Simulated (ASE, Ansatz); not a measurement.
# Localised basis functions on twisted h-AlN/h-SiC alternating trilayer, 50.57° (222 atoms), part 2 of 2

Wanted: errors and times of a linear-scaling basis for twisted h-AlN/h-SiC alternating trilayer, 50.57° (222 atoms). A setting counts as converged where the r.m.s. difference of forces stays under 1 % of the r.m.s. force.

Ansatz 0.2.0; Kohn-Sham DFT, PBE+D3(BJ), PAW (set soft_2), plane waves.

The cell: 74 Al, 74 N, 37 Si and 37 C. Beside vacuum, support functions can miss their usual error bounds without a warning. Only the Γ point is sampled, in a cell whose shortest periodic width is 16 Å.

So far: Starting point; Plane-wave single point.

## (3) Local order

These statistics describe the geometry on which the runs were made.

Normalised to the volume that the atoms fill. g(r), total and by pair (bins of 0.2 Å):

| r (Å) | total | Al-Al | Al-N | Al-C | Al-Si | N-N | N-C |
| --- | --- | --- | --- | --- | --- | --- | --- |
| 1.70 | 2.44 | 0.00 | 7.40 | 0.00 | 0.00 | 0.00 | 0.00 |
| 1.90 | 1.90 | 0.00 | 5.65 | 0.00 | 0.00 | 0.00 | 0.00 |
| 2.10 | 0.00 | 0.00 | 0.00 | 0.00 | 0.00 | 0.00 | 0.00 |
| 2.30 | 0.00 | 0.00 | 0.00 | 0.00 | 0.00 | 0.00 | 0.00 |
| 2.50 | 0.00 | 0.00 | 0.00 | 0.00 | 0.00 | 0.00 | 0.00 |
| 2.70 | 0.00 | 0.00 | 0.00 | 0.00 | 0.00 | 0.00 | 0.00 |
| 2.90 | 0.00 | 0.00 | 0.00 | 0.00 | 0.00 | 0.00 | 0.00 |
| 3.10 | 2.97 | 8.64 | 0.00 | 0.23 | 0.19 | 8.64 | 0.15 |
| 3.30 | 0.54 | 0.00 | 0.00 | 1.25 | 1.19 | 0.00 | 1.19 |
| 3.50 | 1.15 | 0.00 | 1.90 | 1.17 | 1.10 | 0.00 | 1.13 |
| 3.70 | 0.99 | 0.00 | 1.35 | 1.14 | 1.31 | 0.00 | 1.31 |
| 3.90 | 0.50 | 0.00 | 0.00 | 1.07 | 1.21 | 0.00 | 1.21 |
| 4.10 | 0.43 | 0.00 | 0.00 | 0.91 | 1.04 | 0.00 | 1.04 |
| 4.30 | 0.37 | 0.00 | 0.00 | 1.13 | 0.60 | 0.00 | 0.52 |
| 4.50 | 0.44 | 0.00 | 0.00 | 0.84 | 1.11 | 0.00 | 1.18 |
| 4.70 | 1.66 | 0.00 | 3.71 | 0.90 | 0.97 | 0.00 | 1.02 |
| 4.90 | 0.37 | 0.00 | 0.00 | 0.95 | 0.78 | 0.00 | 0.78 |
| 5.10 | 0.38 | 0.00 | 0.00 | 0.66 | 1.01 | 0.00 | 0.98 |
| 5.30 | 0.93 | 1.80 | 0.00 | 1.01 | 0.47 | 1.78 | 0.41 |
| 5.50 | 0.71 | 1.09 | 0.00 | 0.56 | 1.02 | 1.11 | 1.11 |
| 5.70 | 0.27 | 0.00 | 0.00 | 0.83 | 0.38 | 0.00 | 0.33 |
| 5.90 | 0.36 | 0.00 | 0.00 | 0.61 | 1.02 | 0.00 | 1.05 |
| 6.10 | 0.29 | 0.03 | 0.00 | 0.80 | 0.44 | 0.04 | 0.49 |
| 6.30 | 1.14 | 2.49 | 0.00 | 0.62 | 0.93 | 2.48 | 0.89 |
| 6.50 | 1.06 | 0.00 | 2.52 | 0.72 | 0.52 | 0.00 | 0.57 |
| 6.70 | 0.39 | 0.00 | 0.45 | 0.63 | 0.71 | 0.00 | 0.61 |
| 6.90 | 0.28 | 0.00 | 0.00 | 0.60 | 0.64 | 0.00 | 0.70 |
| 7.10 | 0.81 | 1.68 | 0.54 | 0.52 | 0.61 | 1.68 | 0.59 |

Bonds by pair of elements; cutoffs follow the first minimum of g(r), held within bounds set by covalent radii, and pairs that aren't listed don't count as bonded:

```csv
pair A-B,cutoff (Å),bonds,mean length (Å),spread (Å),shortest (Å),B about A,A about B
Al-N,2.25,222,1.80,0.015,1.75,3,3
C-Si,2.23,111,1.80,0.012,1.76,3,3
```

How many atoms have how many bonded neighbours:

```
element  mean   3
     Al     3  74
      C     3  37
      N     3  74
     Si     3  37
```

Bond angles, per cent of each kind in bins of 5°:

| angle (°) | N-Al-N | Al-N-Al | Si-C-Si | C-Si-C |
| --- | --- | --- | --- | --- |
| 115–120 | 53.2 | 51.8 | 46.8 | 51.4 |
| 120–125 | 46.8 | 48.2 | 53.2 | 48.6 |

Bond angles (no mean is given where the spread exceeds 20°):

| angle | count | mean (°) | spread (°) |
| --- | --- | --- | --- |
| N-Al-N | 222 | 120 | 0.7 |
| Al-N-Al | 222 | 120 | 0.7 |
| Si-C-Si | 111 | 120 | 0.6 |
| C-Si-C | 111 | 120 | 0.6 |

Counting bonds as in the table, all Al atoms have 3, all C atoms have 3, all N atoms have 3 and all Si atoms have 3 bonded neighbours. The N-Al-N angle averages 120° with a spread of 0.7°.

A closer look about Si119, which bears the longest force: 13 atoms, nearest first, numbered in the order of the input, with positions taken from that point.

```
 atom      x      y      z  distance (Å)  bonds  Löwdin charge (e)     Fx     Fy  Fz (eV/Å)
Si119   0.00   0.00   0.00          0.00      3               1.12  -1.36   0.15       0.03
 C142   1.75  -0.15   0.01          1.76      3              -1.00   0.70   0.48      -0.03
 C148  -1.04  -1.49   0.02          1.82      3              -1.00   0.22   0.36      -0.07
 C120  -0.81   1.64   0.00          1.82      3              -1.01   0.20  -0.49      -0.01
Si141   2.52  -1.77   0.00          3.07      3               1.09   0.86  -0.06       0.03
Si109   2.78   1.33   0.00          3.09      3               1.10   0.28  -0.01      -0.01
Si117   0.22   3.09   0.01          3.10      3               1.11   0.14   0.22      -0.06
Si147  -0.29  -3.12   0.00          3.13      3               1.11   0.38   0.33       0.15
Si129  -2.59   1.77   0.00          3.14      3               1.12  -0.15   0.05       0.08
Si131  -2.84  -1.34   0.00          3.14      3               1.12   0.12  -0.09       0.00
  N12  -0.03   0.30  -3.16          3.17      3              -1.08   0.11  -0.34      -0.07
 N160  -0.02   0.29   3.20          3.21      3              -1.09  -0.21   0.39       0.08
 Al63  -0.79  -1.34  -3.16          3.52      3               1.15  -0.18   0.26       0.39
```

The column of bonds counts only the pairs Al-N within 2.25 Å, C-Si within 2.23 Å; other neighbours, such as metal atoms beside each other in a compound, aren't counted, and periodic images can show an atom twice.

## (4) Support functions medium

The cell is solved in localised support functions. The level medium gives here a grid of 90×90×96 points and a radius of 3.87 Å.

This step: Kohn-Sham DFT, PBE+D3(BJ), PAW (set soft_2), localised support functions (medium) (Ansatz 0.2.0).

File input.yaml:

```yaml
crystal:
  lattice:
    - [18.9478, 0.0, 0.0]
    - [-9.4739, 16.40928, 0.0]
    - [0.0, 0.0, 20.35]
  atoms:
    [... the 222 atom lines of step 2 ...]
kpoints:
  mp_grid: { grid: [1, 1, 1] }
hamiltonian:
  xc: pbe
  dispersion: d3bj
scf:
  occupations: { method: fixed }
  eigensolver: { kind: { support_functions: { accuracy: medium } } }
  mixing: { beta: 0.4 }
  max_iter: 150
output:
  forces: true
  eigenvalues: true
```

On the command line:

```
$ ansatz run input.yaml --threads 8 --pin off --max-ram 15872MiB --backend cpu --events-out ev --progress --plain --runs-dir out
```

Numbers of over 12 decimals in the logs are rounded to 6 here.

What it wrote:

```text
Warning: scf.eigensolver.kind.support_functions: disabling space-group detection — the functions' gradient is summed over unrotated k-points, so no spatial operation reduces the k-mesh or symmetrises the density; time reversal is kept, so that k and −k are solved as one point where they differ and the mesh holds both, and exact exchange and, on two spinor components, a DFT+U term hold to it where the run has them: [...]
settings of this run that can trade accuracy for cost: scf.eigensolver.kind.support_functions [...]
[...]
Crystal: 222 atoms, lattice volume = 6327.217 Å³
Basis set: ecut = 420 eV, 123657 PW (Γ), exchange–correlation on 256×256×288 points (8 copies of the dense FFT grid, shifted against one another)
Bands: 533, of which v1, the nominal top of the filled ones, is band 444 counted from 1 (443 counted from 0)
Symmetry: 1 space group operations
k-points: 1
[...]
Eigensolver: Support functions (medium, 90×90×96 points, laid for a spacing of at most 0.212739 Å, radius 3.873530 Å, 172 sites without an atom, 3 species' potentials softened for the grid, 4 wholly corrected for its errors in the mean over positions, 4 with the egg-box correction, energy correction by stochastic trace)
[...]
SCF iter   1: F=—  HF=-101356.341025 eV  |F-HF|=—  |Δ(HF+E_count)|=         —  Δρ=1.14e-1  dr2=1.09e3  ethr=1.00e-1
[...]
SCF iter  12: F=—  HF=-101142.596710 eV  |F-HF|=—  |Δ(HF+E_count)|=   2.46e-3  Δρ=1.66e-5  dr2=2.12e-5  ethr=3.53e-8  κ⁻¹=1.5e-6(r=7)
SCF iter  13: F=-101142.598672 eV  HF=-101142.598668 eV  |F-HF|=3.20e-6  |Δ(HF+E_count)|=   1.96e-3  Δρ=9.04e-6  dr2=4.37e-6  ethr=2.39e-9
SCF 1 converged in 13 iterations: F = -101142.623302 eV  dr2 = 4.37e-6
[...]
SCF converged after 13 iterations
Stability not checked: this state was not tested for a lower state beside it, because the mixer in use, unlike msr1, does not test its closes by its own steps (another_mixer; see scf.mixing.algorithm and scf.lower_state_search)
Free energy (F): -101142.623302 eV
[...]
Internal energy: -101142.623302 eV  (E = F + TS)
E sigma→0 (E₀):  -101142.623302 eV
Fermi energy:    0.048159 eV
[...]
Σ components = -101142.623302   (vs F -101142.623302, Δ=0.00e0)
--- Forces (eV/Å), atoms counted from 1 ---
  atom   1  Al     0.24985659    -0.11241432     0.20429705
  atom   2  N     -0.13833857    -0.55595051    -0.21815708
  atom   3  Al    -0.18128528     0.43462455     0.25366989
  atom   4  N      0.35430440    -0.47692130    -0.12985579
[...]
atom 222  N      0.82579348    -0.33131310     0.15473439
  max |Σ_I F_I| component: 6.32e-3 eV/Å
--- Band table (eV) ---
[...]
```

Wall time 2.6 min (8 threads of Arm Neoverse V2, shared host); peak memory 8.2 GiB; 20 min of CPU time.

The program notes that the band table was not solved further than the SCF left it and it switched symmetry off.

Keys that differ from the reference: support_functions.accuracy = "medium", scf.max_iter = 150 and scf.mixing.beta = 0.4.

Forces differ from the reference by 0.32 meV/Å r.m.s., 0.097 % of their size, well within a tolerance of 1 %; the energy by -2.6 meV/atom.

## (5) Cost against change

Differences are against the plane-wave reference (Kohn-Sham DFT, PBE+D3(BJ), PAW (set soft_2), plane waves), whose r.m.s. force component is 0.333 eV/Å. Energies are set beside the reference only for runs with its functional, potentials and electron count. Times are for 8 threads of Arm Neoverse V2, shared host. The reference's time includes the DOS and grids, which some other runs skip.

```
                     run  Δ force, r.m.s. (meV/Å)  share of r.m.s. force (%)  Δ energy (meV/atom)  Δ gap (eV)  cycles     time  host memory (GiB)
               reference                        -                          -                    -           -       9  1.9 min                9.5
support functions medium                    0.324                     0.0974                -2.65     -1.0e-4      13  2.6 min                8.2
```

## (6) Results

- free energy per atom: -455.5948 eV/atom
- r.m.s. force component: 0.3329 eV/Å
- gap (highest filled to lowest empty level): 1.671 eV
- potential in mid-vacuum, over the Fermi level: 4.777 eV
- wall time of the 2 DFT runs: 4.4 min

What this shows: Against plane waves at 420 eV, the forces differ by 0.32 meV/Å (0.097 %) with support functions medium. At 222 atoms the run with support functions medium takes roughly 1.4 times the time of plane waves (whose run also made extra analyses, so the like-for-like ratio is larger), in 13 SCF cycles against 9. Differences between support functions and plane waves include what basis error the plane-wave run still has.

The highest filled and lowest empty levels differ by 1.67 eV at Γ alone; the mesh holds the band edges only if they fold onto it, so the gap at this level can be narrower or closed, while semilocal functionals tend to narrow gaps against experiment. The potential stands 4.78 eV above the highest filled level over the upper face and 4.78 eV under the lower one, a reading of the ionisation potential at this level on the run's k-points. Counting bonds as in the table, all Al atoms have 3, all C atoms have 3, all N atoms have 3 and all Si atoms have 3 bonded neighbours.

**Limits.** The geometry was built by rule, was displaced at random and isn't relaxed at this level: its force components are 0.33 eV/Å r.m.s.

[Logs are printed without paths, hosts, clocks, repeated set-up lines and the standing remarks that a program may print on its own settings, such as how far it seeks lower states.]

[Hosts, paths, dates, database ids (printed as entryN), source tags and the programs' standing remarks are cut or masked in the printed files.]
